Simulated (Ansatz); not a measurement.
**Random rock-salt alloy of CaS and PbS: how far the plane-wave cutoff must go**

How do energy, forces and time move with the plane-wave cutoff?

Calculated with Ansatz 0.2.0; Kohn-Sham DFT, PBE, PAW, plane waves.

## Step 1: The structure

The cell holds 64 atoms: 12 Pb, 32 S and 20 Ca. Its edges and angles: a = 11.565 Å, b = 11.565 Å, c = 11.565 Å, α = 90.0°, β = 90.0°, γ = 90.0°. Rock-salt CaS, 2 x 2 x 2 conventional cells, 12 of 32 Ca sites given to Pb at random (x = 0.375), lattice by Vegard's rule (a = 5.782 A); not relaxed, displaced by a Gaussian of 0.02 A.

## Step 2: The script

ASE makes the structure inside the script; the seeds are typed, so the same atoms come back each time. Only Γ is sampled; the cell is 11.5 Å or more across in its periodic directions. A smearing of 0.05 eV is typed, for levels that come near the Fermi level; it changes nothing where a wide gap is open. The highest cutoff serves as the reference; forces are the test that matters for later relaxations, while absolute energies converge more slowly and partly cancel in differences.

converge.py

```python
import time
import numpy as np
from ase.build import bulk
import ansatz as az

u = bulk('CaS', 'rocksalt', a=5.7823, cubic=True)
atoms = u.repeat([2, 2, 2])
rng = np.random.default_rng(10050)
sites = rng.permutation([a.index for a in atoms if a.symbol == 'Ca'])
new = ['Pb'] * 12
for k, e in zip(sites, new): atoms[k].symbol = e
atoms.rattle(0.02, seed=10050)
atoms.wrap()
print("formula", atoms.get_chemical_formula(mode="reduce") if len(atoms) < 20 else atoms.get_chemical_formula())
print("cell (A, deg)", np.round(atoms.cell.cellpar(), 3))

base = (
    az.Crystal.from_ase(atoms)
    .calculation()
    .functional("pbe")
    .kpoints(1, 1, 1)
    .occupations("fermi_dirac", width=0.05)
    .forces()
    .band_table()
)

def gap_of(report):
    e = np.concatenate(report["eigenvalues_ev"]); f = np.concatenate(report["occupations"])
    f = f / f.max()  # a half-filled level counts on both sides, so the gap is then zero
    return e[f > 0.3].max(), e[f < 0.7].min()

rows = []
for cutoff in [180, 260, 340, 420, 550]:
    start = time.time()
    try:
        r = base.basis(cutoff).run(threads=4).report
    except az.AnsatzError as error:
        print(cutoff, 'failed:', str(error)[:110])
        continue
    homo, lumo = gap_of(r)
    rows.append((cutoff, r['free_energy_ev'] / len(atoms), np.array(r['forces_ev_ang']), max(lumo - homo, 0), np.nan, r['n_iterations'], time.time() - start))
    print(cutoff, f"F = {r['free_energy_ev']:.4f} eV, {r['n_iterations']} iterations, {time.time() - start:.0f} s", flush=True)

ref = rows[-1]
scale = np.sqrt(np.mean(ref[2] ** 2))
print(f"r.m.s. force of the reference: {scale:.3f} eV/A")
print("  cutoff  dE (meV/atom)  dF rms (meV/A)  dF (%)  gap (eV)  iter  time (s)")
for name, e, f, gap, p, n, t in rows:
    df = np.sqrt(np.mean((f - ref[2]) ** 2))
    print(f"{str(name):>8s} {1000 * (e - ref[1]):14.2f} {1000 * df:15.2f} {100 * df / scale:7.2f} {gap:9.3f} {n:5d} {t:9.1f}")
```

The run is started by

```
$ python converge.py
```

What it wrote:

```text
formula Ca20Pb12S32
cell (A, deg) [11.565 11.565 11.565 90.    90.    90.   ]
DeckWarning: basis.ecutwfc = 180 eV is below the records' recommended 420 eV, and the density's cutoff is lower with it unless basis.ecutrho_ratio is high enough to keep the records' density cutoff: compare with a run at a higher cutoff
180 F = -207959.9511 eV, 10 iterations, 8 s
DeckWarning: basis.ecutwfc = 260 eV is below the records' recommended 420 eV, and the density's cutoff is lower with it unless basis.ecutrho_ratio is high enough to keep the records' density cutoff: compare with a run at a higher cutoff
260 F = -208168.5530 eV, 9 iterations, 8 s
DeckWarning: basis.ecutwfc = 340 eV is below the records' recommended 420 eV, and the density's cutoff is lower with it unless basis.ecutrho_ratio is high enough to keep the records' density cutoff: compare with a run at a higher cutoff
340 F = -208176.2282 eV, 8 iterations, 11 s
420 F = -208176.3381 eV, 8 iterations, 13 s
550 F = -208176.3578 eV, 8 iterations, 22 s
r.m.s. force of the reference: 0.282 eV/A
  cutoff  dE (meV/atom)  dF rms (meV/A)  dF (%)  gap (eV)  iter  time (s)
     180        3381.35           28.23   10.00     2.240    10       7.6
     260         121.95            4.06    1.44     1.860     9       8.4
     340           2.03            0.20    0.07     1.824     8      11.2
     420           0.31            0.08    0.03     1.823     8      12.9
     550           0.00            0.00    0.00     1.824     8      22.2
```

It took 63 s on 4 threads of Arm Neoverse V1, shared host; peak memory 2.6 GiB; 3.9 min of CPU time.

## Step 3: Summary of results

- reference run: 550, 22 s
- r.m.s. force component of the reference: 0.282 eV/Å
- largest r.m.s. force difference: 28.2 meV/Å (180)
- smallest r.m.s. force difference: 0.0814 meV/Å (420)
- energy differences: 0.309 to 3381 meV/atom
- gap on the mesh: 1.82 eV (420) to 2.24 eV (180)

**Reading.** The cheapest setting whose forces lie within 1 % of the reference is 340 eV, at 0.50 times the reference's time. Unless the band edges fold onto the sampled k-points, the gap at this level is narrower than the printed one, by up to an eV in wide bands, and a small gap may close. Local and semilocal functionals put gaps too low. Spin–orbit coupling is left out, and it can shift gaps where Pb states form a band edge. Notices that the program raised in these runs, those on memory apart: cutoff below recommended.

[Logs are printed without paths, hosts, clocks, repeated set-up lines and the standing remarks that a program may print on its own settings, such as how far it seeks lower states.]

[Hosts, paths, dates, database ids (printed as entryN), source tags and the programs' standing remarks are cut or masked in the printed files.]

[Scripts of this kind were picked in part by their result: those with far moves, changed bonds, near-zero gaps or large misses at database cells are mostly left out.]
